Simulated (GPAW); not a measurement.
# Settings that the conductance of a C4 chain between two In chains needs, part 3 of 3

Wanted: a convergence study of zero-bias transport through a C4 chain between two In chains, with run times.

GPAW 26.7.0; GPAW LCAO, PAW setups; Landauer transmission from Green's functions with principal layers (ASE), zero bias.

So far, conductance (G₀): step 2 (base settings) 1.06; step 13 (k-points along the lead 19, n lead 2, period 5.9 Å) 1.05; step 14 (k-points along the lead 10, n lead 4, period 11.8 Å) 1.07; step 16 (k-points along the lead 2) 1.14; step 17 (k-points along the lead 4) 0.887.

## 18. Varying the k-points along the lead: lead_nz = 8

File run.py:

```python
import json
import numpy as np
from ase import Atoms
from ase.transport.calculators import TransportCalculator
from gpaw import GPAW, FermiDirac
from gpaw.lcao.tools import get_lcao_hamiltonian
from scipy.linalg import eigh

# The junction with lead layers at both ends, along the third cell vector
device = Atoms(
    ['In', 'In', 'In', 'In', 'In', 'C', 'C', 'C', 'C', 'In', 'In', 'In', 'In', 'In'],
    positions=[
        [4.50000, 4.50000, 1.47500],
        [4.50000, 4.50000, 4.42500],
        [4.50000, 4.50000, 7.37500],
        [4.50000, 4.50000, 10.32500],
        [4.50000, 4.50000, 13.27500],
        [4.50000, 4.50000, 15.32070],
        [4.50000, 4.50000, 16.55070],
        [4.50000, 4.50000, 17.89070],
        [4.50000, 4.50000, 19.12070],
        [4.50000, 4.50000, 21.16640],
        [4.50000, 4.50000, 24.11640],
        [4.50000, 4.50000, 27.06640],
        [4.50000, 4.50000, 30.01640],
        [4.50000, 4.50000, 32.96640]],
    cell=[[9.0, 0.0, 0.0], [0.0, 9.0, 0.0], [0.0, 0.0, 34.4414]],
    pbc=True)

# One principal layer of the lead: the first 3 atoms of the device
lead = Atoms(
    ['In', 'In', 'In'],
    positions=[
        [4.50000, 4.50000, 1.47500],
        [4.50000, 4.50000, 4.42500],
        [4.50000, 4.50000, 7.37500]],
    cell=[[9.0, 0.0, 0.0], [0.0, 9.0, 0.0], [0.0, 0.0, 8.85]],
    pbc=True)

settings = dict(mode='lcao', basis='dzp', xc='LDA', h=0.2,
                occupations=FermiDirac(0.1), maxiter=250,
                mixer=dict(beta=0.1, nmaxold=8, weight=100.0),
                convergence=dict(density=0.0001))
energies = np.arange(-3, 3 + 1e-9, 0.075)
eta = 0.0001
n1, n2 = 1, 1
# k and -k transmit alike, so half of the mesh across the current serves
mesh = [(i, j) for i in range(n1) for j in range(n2) if (i, j) <= (-i % n1, -j % n2)]
weights = np.array([1 if (i, j) == (-i % n1, -j % n2) else 2 for i, j in mesh]) / (n1 * n2)

# [... helper functions left out ...]
fermi_lead = ground_state(lead, (1, 1, 8), 'lead.txt')
fermi_device = ground_state(device, (1, 1, 3), 'device.txt')
# [... loop over the mesh left out, but for ...]
        # Shift the lead onto the potential of the device's first layer
        shift = ((H[:, 0, 0] - H0[:, 0, 0]) / S0[0, 0]).real.mean()
# [...]
kT = 8.617333e-5 * 77
bias = [0.1, 0.2, 0.5, 1.0, 1.5, 2.0]
# [... integrals and printing left out ...]
```

Run with:

```
OMP_NUM_THREADS=1 OPENBLAS_NUM_THREADS=1 python run.py
```

The log of the run:

```text
basis functions: device 282, principal layer 69
Fermi level: lead -2.4732 eV, device -2.5639 eV; lead shifted by 0.0669 eV
largest coupling past the next layer 1.90e-06 eV, largest misfit of the first layer 0.055 eV
  E-E_F (eV)   T (one spin)  [channel counts left out]
    -3.000    1.0134e-03
    -2.925    9.9766e-04
    -2.850    9.8279e-04
[...]
2.925    1.2501e+00
     3.000    1.0996e+00
conductance at 77 K: 0.99188 G0 a cell; thermopower -6.547 uV/K
current from the zero-bias T(E) at 0.1 V: 7.8068 uA
current from the zero-bias T(E) at 0.2 V: 15.047 uA
current from the zero-bias T(E) at 0.5 V: 32.482 uA
current from the zero-bias T(E) at 1.0 V: 61.363 uA
current from the zero-bias T(E) at 1.5 V: 93.661 uA
current from the zero-bias T(E) at 2.0 V: 129.03 uA
```

Run time: 42 s. Hardware: 1 thread of Arm Neoverse V2, shared host; peak memory 1.1 GiB.

The conductance, 0.992 G₀, lies 6.3 % below that of the base run.

## 19. Varying the k-points along the lead: lead_nz = 30

Edit run.py of step 18 so:

```diff
@@ -51,3 +51,3 @@
 # [... helper functions left out ...]
-fermi_lead = ground_state(lead, (1, 1, 8), 'lead.txt')
+fermi_lead = ground_state(lead, (1, 1, 30), 'lead.txt')
 fermi_device = ground_state(device, (1, 1, 3), 'device.txt')
```

The log of the run:

```text
basis functions: device 282, principal layer 69
Fermi level: lead -2.4629 eV, device -2.5639 eV; lead shifted by 0.0463 eV
largest coupling past the next layer 1.90e-06 eV, largest misfit of the first layer 0.039 eV
  E-E_F (eV)   T (one spin)  [channel counts left out]
    -3.000    1.0171e-03
    -2.925    1.0008e-03
    -2.850    9.8508e-04
[...]
2.925    1.2407e+00
     3.000    1.1039e+00
conductance at 77 K: 1.0575 G0 a cell; thermopower -5.299 uV/K
current from the zero-bias T(E) at 0.1 V: 8.265 uA
current from the zero-bias T(E) at 0.2 V: 15.702 uA
current from the zero-bias T(E) at 0.5 V: 32.841 uA
current from the zero-bias T(E) at 1.0 V: 61.886 uA
current from the zero-bias T(E) at 1.5 V: 94.211 uA
current from the zero-bias T(E) at 2.0 V: 129.43 uA
```

Run time: 46 s. Hardware: 1 thread; peak memory 1.1 GiB.

The conductance equals that of the base run to 0.2 %.

## 20. Convergence in the k-points along the lead

The runs and the base run on one axis.

This step: convergence of the conductance (GPAW 26.7.0).

Conductance against k-points along the lead:

```tsv
k-points along the lead	conductance (G₀)
2.0	1.14
4.0	0.887
8.0	0.992
13.0	1.06
30.0	1.06
```

## 21. Summary of results

```
conductance at the base settings                         : 1.06 G₀
range over the k-points along the junction cell (1 to 6) : 1.06 to 1.06 G₀
range over the broadening (1.0e-6 to 0.05 eV)            : 0.161 to 1.06 G₀
range over the periods in a principal layer (2 to 4)     : 1.05 to 1.07 G₀
range over the k-points along the lead (2 to 30)         : 0.887 to 1.14 G₀
```

**Reading.** At the base settings the conductance, averaged at 77 K, is 1.06 G₀. In the k-points along the junction cell, no value tried moves the conductance by 3 %. In the broadening, 1.0e-4 eV already gives the conductance within 3 % of the finest value tried; currents at finite bias may need more. In the periods in a principal layer, no value tried moves the conductance by 3 %. In the k-points along the lead, 13 already gives the conductance within 3 % of the finest value tried; currents at finite bias may need more. T is read at the junction's Fermi level after the lead is aligned to it, so the test of the lead's mesh is blind to a shift of the lead's own level. Over the ranges tried, the broadening moves it most, counted as a ratio. The geometry was built from estimated bond lengths and not relaxed, so the numbers describe this model structure. Spin-orbit coupling is left out, which matters for the heavy atoms here. Energies count from the junction cell's Fermi level; in the run with T = 1.05 there, the aligned lead's own level lies at 0.046 eV, where T interpolates to 1.22; the finite cell leaves the answer open by at least that much. The carbon chain was built with bonds alternating at 1.23 and 1.34 Å whatever its length, whereas odd chains relax to a symmetric, cumulene-like pattern, so even-odd steps are partly an artefact of the construction. An evenly spaced straight chain is an idealisation: free chains tend to dimerise, zigzag or, where a band edge lies near the Fermi level, turn magnetic. The currents use the zero-bias T(E) throughout, which holds only while the bias is small against the distance to the nearest feature.

[Logs are printed without paths, hosts, clocks, repeated set-up lines and the standing remarks that a program may print on its own settings, such as how far it seeks lower states.]

[Hosts, paths, dates, database ids (printed as entryN), source tags and the programs' standing remarks are cut or masked in the printed files.]
